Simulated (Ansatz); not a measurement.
# What PtC (model cell, started as layered BN type) distorts into

Wanted: the energy along a soft mode of PtC (model cell, started as layered BN type) and the structure at the end.

Program: Ansatz 0.2.0. Level of theory: DFT PBE, scalar-relativistic, plane waves, PAW. Results are calculated unless marked as measured.

This is a report of a sequence of runs, with most program output left out.

The structure was built from a prototype and need not be the compound's stable phase.

### 1. Starting point

It takes space group P6_3/mmc (No. 194, hexagonal). Conventional cell: a = 3.350 Å, b = 3.350 Å, c = 8.825 Å, α = 90.00°, β = 90.00°, γ = 120.00°. Pt has 3 C at 1.93 Å nearest. Nearest to C lie 3 Pt at 1.93 Å. Farther neighbours are not listed.

### 2. The dispersion

The cell comes from relaxations at this level that are not shown. The mesh has a single point along some directions, so zone-edge points there are not solved. Linear response on a 3×3×1 q mesh gives force constants as far as a supercell of that size would.

File input.yaml:

```yaml
crystal:
  lattice:
    - [3.3498336265, 0.0, 0.0]
    - [-1.6749168133, 2.901041019, 0.0]
    - [0.0, 0.0, 8.8253723278]
  atoms:
    - { symbol: Pt, position: [0.3333333333, 0.6666666667, 0.25] }
    - { symbol: Pt, position: [0.6666666667, 0.3333333333, 0.75] }
    - { symbol: C, position: [0.6666666667, 0.3333333333, 0.25] }
    - { symbol: C, position: [0.3333333333, 0.6666666667, 0.75] }
kpoints:
  mp_grid: { grid: [15, 15, 6] }
hamiltonian:
  xc: pbe
scf:
  occupations: { method: methfessel_paxton, width: 0.2 }
output:
  eigenvalues: true
phonons:
  method: dfpt
  qmesh: [3, 3, 1]
  temperatures: { t_max: 1000, t_step: 50 }
  qpath:
    path:
      - [[0.0, 0.0, 0.0], [0.5, 0.0, 0.0], [0.33333333, 0.33333333, 0.0], [0.0, 0.0, 0.0], [0.0, 0.0, 0.5], [0.5, 0.0, 0.5], [0.33333333, 0.33333333, 0.5], [0.0, 0.0, 0.5]]
      - [[0.5, 0.0, 0.5], [0.5, 0.0, 0.0]]
      - [[0.33333333, 0.33333333, 0.5], [0.33333333, 0.33333333, 0.0]]
    npoints: 10
```

The run is started by

```sh
$ ansatz run input.yaml --threads 4 --pin off --max-ram 7168MiB --backend cpu --events-out ev --progress --plain --runs-dir out
```

Elapsed: 6.2 min, on 4 threads of Intel Xeon Platinum 8259CL at 2.50GHz (Skylake/Cascade Lake), shared host; peak memory 2.5 GiB; 24 min of CPU time.

Numbers from this step:

- volume per atom: 21.44 Å³
- gap on the k-mesh: 0 eV
- sum-rule residual before enforcement: 2.31e-5 eV/Å²
- point group: 6/mmm
- highest optical mode at the zone centre (no LO-TO term): 731.4 cm⁻¹
- lowest optical zone-centre mode: -3.84 cm⁻¹
- lowest mode on the q mesh (acoustic modes at Γ apart): -131.9 cm⁻¹
- highest frequency at a solved wavevector (no LO-TO term at Γ): 731.4 cm⁻¹

Frequencies (cm⁻¹) solved at each irreducible wavevector; negative means imaginary. Frequencies by wavevector, by row:

```csv
q in reciprocal lattice units,star,mode 1,mode 2,mode 3,mode 4,mode 10,mode 11,mode 12
0 0 0,1,-3.8,-3.8,0,0,728.5,731.4,731.4
0 0.3333 0,6,-28.1,-25.4,-19.3,-18.4,631.4,695.4,698
0.3333 0.3333 0,2,-131.9,-130.6,61.9,61.9,596.5,731.3,731.3
```

Symmetry leaves 3 wavevectors to solve. The lowest mode among them, the acoustic zeros apart, lies at q = (0.333, 0.333, 0) and is imaginary, 131.9i cm⁻¹, so the energy falls along it.

### 3. The mode frozen in, largest atomic shift 0 Å

The mode followed lies at q = (0.333, 0.333, 0) with frequency 130.6i cm⁻¹, one of the unstable modes though not the softest. At small amplitude the distorted cell has space group no. 176 by a symmetry search on the positions. The undistorted cell that holds it gives the zero of energy on the same k mesh.

System of this step: PtC (model cell, started as layered BN type). The structure is hexagonal, space group P6_3/mmc (No. 194). The conventional cell has a = 3.350 Å, b = 3.350 Å, c = 8.825 Å, α = 90.00°, β = 90.00°, γ = 120.00°. Pt has 3 C at 1.93 Å nearest. Nearest to C lie 3 Pt at 1.93 Å. Farther neighbours are not listed.

File input.yaml:

```yaml
crystal:
  lattice:
    - [-5.0247504398, -2.9010410191, 0.0]
    - [-5.0247504398, 2.901041019, 0.0]
    - [0.0, 0.0, -8.8253723278]
  atoms:
    - { symbol: Pt, position: [0.3333333333, 0.0, 0.75] }
    - { symbol: Pt, position: [0.0, 0.6666666667, 0.75] }
    - { symbol: Pt, position: [0.6666666667, 0.3333333333, 0.75] }
    - { symbol: Pt, position: [0.3333333333, 0.6666666667, 0.25] }
    - { symbol: Pt, position: [0.0, 0.3333333333, 0.25] }
    - { symbol: Pt, position: [0.6666666667, 0.0, 0.25] }
    - { symbol: C, position: [0.3333333333, 0.6666666667, 0.75] }
    - { symbol: C, position: [0.0, 0.3333333333, 0.75] }
    - { symbol: C, position: [0.6666666667, 0.0, 0.75] }
    - { symbol: C, position: [0.3333333333, 0.0, 0.25] }
    - { symbol: C, position: [0.0, 0.6666666667, 0.25] }
    - { symbol: C, position: [0.6666666667, 0.3333333333, 0.25] }
kpoints:
  mp_grid: { grid: [9, 9, 4] }
hamiltonian:
  xc: pbe
scf:
  occupations: { method: methfessel_paxton, width: 0.2 }
output:
  forces: true
  stress: true
  eigenvalues: true
```

It took 10 s on 4 threads; peak memory 1.1 GiB.

Numbers from this step:

```
pressure                         : 0.05158 GPa
energy from the undistorted cell : 0 meV/atom
```

The run ends at a pressure of 0.05 GPa.

### 4. The mode frozen in, largest atomic shift 0.22 Å

The atoms are moved along the unstable eigenvector, the largest shift by 0.22 Å, with the cell fixed.

File input.yaml:

```yaml
crystal:
  lattice:
    - [-5.0247504398, -2.9010410191, 0.0]
    - [-5.0247504398, 2.901041019, 0.0]
    - [0.0, 0.0, -8.8253723278]
  atoms:
    - { symbol: Pt, position: [0.3624188056, -0.0145427361, 0.75] }
    - { symbol: Pt, position: [-0.0145422086, 0.6521231357, 0.75] }
    - { symbol: Pt, position: [0.6521244581, 0.3624190729, 0.75] }
    - { symbol: Pt, position: [0.3042478611, 0.6812094028, 0.25] }
    - { symbol: Pt, position: [0.0145422086, 0.3042475937, 0.25] }
    - { symbol: Pt, position: [0.6812088752, 0.014543531, 0.25] }
    - { symbol: C, position: [0.289550578, 0.6885580443, 0.75] }
    - { symbol: C, position: [0.0218905835, 0.2895500644, 0.75] }
    - { symbol: C, position: [0.6885572502, 0.0218926854, 0.75] }
    - { symbol: C, position: [0.3771160886, -0.0218913777, 0.25] }
    - { symbol: C, position: [-0.0218905835, 0.6447739812, 0.25] }
    - { symbol: C, position: [0.6447760831, 0.3771166023, 0.25] }
kpoints:
  mp_grid: { grid: [9, 9, 4] }
hamiltonian:
  xc: pbe
scf:
  occupations: { method: methfessel_paxton, width: 0.2 }
output:
  forces: true
  stress: true
  eigenvalues: true
```

It took 15 s on 4 threads; peak memory 1.1 GiB.

Numbers from this step:

```yaml
pressure: -2.727 GPa
energy_from_the_undistorted_cell: -63.07 meV/atom
```

The energy, extrapolated to zero smearing, is -63.07 meV/atom against the undistorted cell.

The run ends at a pressure of -2.73 GPa, with forces up to 1.5 eV/Å.

### 5. Energy along the mode, all amplitudes (two of the runs are shown above)

An imaginary frequency means negative curvature, so the energy should fall and then rise again as anharmonic terms take over.

This step gave:

```
depth at the lowest point sampled  : 63.07 meV/atom
largest atomic shift at that point : 0.22 Å
```

Table of energy from the parent by largest atomic shift:

```csv
largest atomic shift (Å),energy from the parent (meV/atom)
0.000,0
0.040,-2.55
0.080,-11.4
0.140,-35.4
0.220,-63.1
0.320,-46.8
0.450,84.0
```

Displacement at unit largest shift by atom:

```csv
atom,x (Å),y (Å),z (Å),size
Pt1,-0.33,-0.57,0.00,0.66
Pt2,0.66,0.00,0.00,0.66
Pt3,-0.33,0.57,0.00,0.66
Pt4,0.33,0.57,0.00,0.66
Pt5,0.33,-0.57,0.00,0.66
Pt6,-0.66,0.00,0.00,0.66
C7,0.50,0.87,0.00,1.00
C8,0.50,-0.87,0.00,1.00
C9,-1.00,0.00,0.00,1.00
C10,-0.50,-0.87,0.00,1.00
C11,1.00,0.00,0.00,1.00
C12,-0.50,0.87,0.00,1.00
```

The lowest of the steps tried is at 0.22 Å, 63.1 meV/atom below the parent; the bottom of the well need not coincide with a step.

### 6. Relaxing from the distorted cell

Starting from the lowest point found, all atoms and the cell are let go, so that strain and other modes of the same symmetry can join in.

Edit input.yaml of step 4 so:

```diff
@@ -28 +28,6 @@
   eigenvalues: true
+relax:
+  adjacent_minimum: "off"
+  f_tol: 0.002
+  max_steps: 120
+  cell: { stress_tol: 0.03 }
```

It took 2.3 min on 4 threads; peak memory 1.2 GiB; 9 min of CPU time.

Step by step:

```csv
step,energy less that of the first step (eV),largest force component (eV/Å),pressure (GPa),volume (Å³)
1,0.0000,1.5239,-2.73,257.29
2,-0.8400,1.0269,-1.41,250.69
3,-0.5329,1.6510,0.14,243.44
4,-1.1693,0.2387,0.18,247.19
5,-1.1890,0.0477,-0.52,249.09
6,-1.1911,0.0298,0.36,248.79
7,-1.1912,0.0025,0.04,249.56
8,-1.1896,0.0008,0.00,251.50
9,-1.1890,0.0001,0.00,252.16
10*,-1.1844,0.0005,-0.01,252.16
```

Relaxation steps marked * repeat the geometry before them on a plane-wave basis chosen anew for their cell, so energy and pressure can jump there. Relaxation step 3 was tried and not accepted.

The run keeps the 12 symmetry operations that it works with, so distortions that break them were not tested.

```csv
"conventional cell, symmetrised",before,after,change
a (Å),5.802,5.665,-2.4 %
b (Å),5.802,5.665,-2.4 %
c (Å),8.825,9.074,+2.8 %
volume (Å³/atom),21.44,21.01,-2.0 %
```

The atoms that moved most (Å, as changes of fractional coordinates times the final cell):

```csv
atom,dx,dy,dz,length
C9,-0.062,-0.160,0.000,0.172
C11,0.062,0.160,0.000,0.172
C7,-0.108,0.134,0.000,0.172
C10,0.108,-0.134,0.000,0.172
C8,0.170,0.027,0.000,0.172
C12,-0.170,-0.027,0.000,0.172
Pt3,0.072,0.102,0.000,0.125
Pt5,-0.072,-0.102,0.000,0.125
```

Final coordinates:

```
Pt C
1.0
    -4.90572   -2.83232    0.00000
    -4.90572    2.83232    0.00000
     0.00000    0.00000   -9.07396
Pt C
6 6
Cartesian
  -1.8313 -1.0564 -6.8055
  -3.0753 1.7746 -6.8055
  -4.9049 -0.7182 -6.8055
  -4.7097 1.0564 -2.2685
  -1.6360 0.7182 -2.2685
  -3.4657 -1.7746 -2.2685
  -4.9062 1.2639 -6.8055
  -1.3580 0.7846 -6.8055
  -3.5472 -2.0485 -6.8055
  -1.6348 -1.2639 -2.2685
  -2.9938 2.0485 -2.2685
  -5.1829 -0.7846 -2.2685
```

Numbers from this step:

```
pressure        : -0.008753 GPa
volume per atom : 21.01 Å³
```

The distorted start has space group P6_3/m; the relaxation ends in P6_3/m.

### 7. The phases reached

The phases reached along the modes that were followed are set side by side.

Energies are those of the first relaxation, on the mesh of the frozen mode; space group, volume and gap are those of the last relaxation. Phases, by row:

```csv
mode frozen in,space group,energy from parent (meV/atom),volume (Å³/atom),gap on mesh (eV),lowest zone-centre optical mode (cm⁻¹),largest shift (Å)
parent,P6_3/mmc,0,21.44,0,–,–
"q = (0.333, 0.333, 0), 132i cm⁻¹",P6_3/mcm,-30.41,19.63,0,–,0.175
"q = (0.333, 0.333, 0), 131i cm⁻¹",P6_3/m,-161.5,21.01,0,–,0.32
```

### 8. Summary of results

```json
{
  "unstable mode of the parent": "q = (0.333, 0.333, 0), 131i cm⁻¹",
  "depth at the lowest point sampled": "63.1 meV/atom",
  "largest atomic shift at that point": "0.22 Å",
  "space group reached (within 0.01 Å)": "P6_3/m",
  "energy gained over the parent (first relaxation, on the mesh of the frozen mode)": "161 meV/atom",
  "volume per atom, phase reached": "21.0 Å³"
}
```

In words: Along this mode the structure falls into P6_3/m, 161 meV/atom below the parent. At the parent's cell the well is 63.07 meV/atom deep on the steps tried, with its lowest point at a shift of 0.22 Å. Relaxing atoms and cell changes the gain by +98.39 meV/atom against the lowest step (energies at zero smearing). Most of the total comes from this relaxation. The modes of the phase reached were not computed on this path. Of the 2 patterns followed to their end from this parent, this one reaches the lowest energy. Each path keeps the symmetry of its pattern, so a lower phase may lie along a pattern not tried. The q mesh is too sparse to interpolate, so only the solved wavevectors are given. With no gap, or one that is small against the smearing, the frequencies hang on the k mesh and the smearing, most of all near Kohn anomalies. Spin-orbit coupling is left out, which can matter for the heavy elements here. The starting cell was built on a prototype and not taken from a measurement, so the phase need not exist.

[Logs are printed without paths, hosts, clocks, repeated set-up lines and the standing remarks that a program may print on its own settings, such as how far it seeks lower states.]

[Hosts, paths, dates, database ids (printed as entryN), source tags and the programs' standing remarks are cut or masked in the printed files.]
